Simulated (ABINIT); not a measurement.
**BaTiO3 (P4/mmm): refractive index against wavelength**

The refractive index of BaTiO3 (P4/mmm) along x below the direct gap (1.93 eV on the mesh) is read from one computed spectrum, n = √(Re ε). x, y and z are the Cartesian axes of the input cell.

Cell: a, b, c = 4.000, 4.000, 4.018 Å (primitive vectors), 5 atoms.

Method: ABINIT 10.8.3, PBE, independent particles, k-mesh 8×8×8, Lorentzian half width 0.05 eV.

Launch of the response step: `optic optic.abi`. The run took 5.2 min, its band step included, on 4 threads of Arm Neoverse V1, with other jobs on the host.

```
wavelength (nm)  photon energy E (eV)       n
           3000                 0.413  2.5978
           2000                 0.620  2.6097
           1550                 0.800  2.6247
           1310                 0.946  2.6404
           1064                 1.165       ?
```

In the single-oscillator model n² − 1 = E₀E_d/(E₀² − E²), so 1/(n² − 1) = E₀/E_d − E²/(E₀E_d) is linear in E².

Working, on the rows shown:

| x = E² (eV²) | y = 1/(n² − 1) |
| --- | --- |
| 0.170801 | 0.173956 |
| 0.384302 | 0.172101 |
| 0.639837 | 0.169807 |
| 0.895757 | 0.167456 |

Means: x̄ = 0.52267, ȳ = 0.17083. Σ(x − x̄)(y − ȳ) = -0.002655, Σ(x − x̄)² = 0.2959. Slope = -0.002655 / 0.2959 = -0.008972; intercept = ȳ − slope · x̄ = 0.17552. Turned back into n, the line misses the rows shown by at most 0.0002.

What does the fit predict for the withheld row, and how well does it do?

At x = 1.3578 the line gives y = 0.16334, that is 2.6688. The run gave 2.6711, so the extrapolation is off by 0.0023, 3 % of the range in the table.

Refitted with all rows, the slope is -0.009232 and the intercept 0.17563. These give E₀ = √(intercept/−slope) = 4.36 eV and E_d = E₀/intercept = 24.8 eV; E₀ is 2.3 times the direct gap. The electronic limit at long wavelengths, without lattice vibrations, is n = √(1 + 1/intercept) = 2.587. Excitons are left out and so are local fields; PBE gaps are as a rule too small. The values come from a sum over the points of one k-mesh and carry its error, which grows as the direct gap shrinks. Spin-orbit coupling is left out.

[Logs are printed without paths, hosts, clocks, repeated set-up lines and the standing remarks that a program may print on its own settings, such as how far it seeks lower states.]
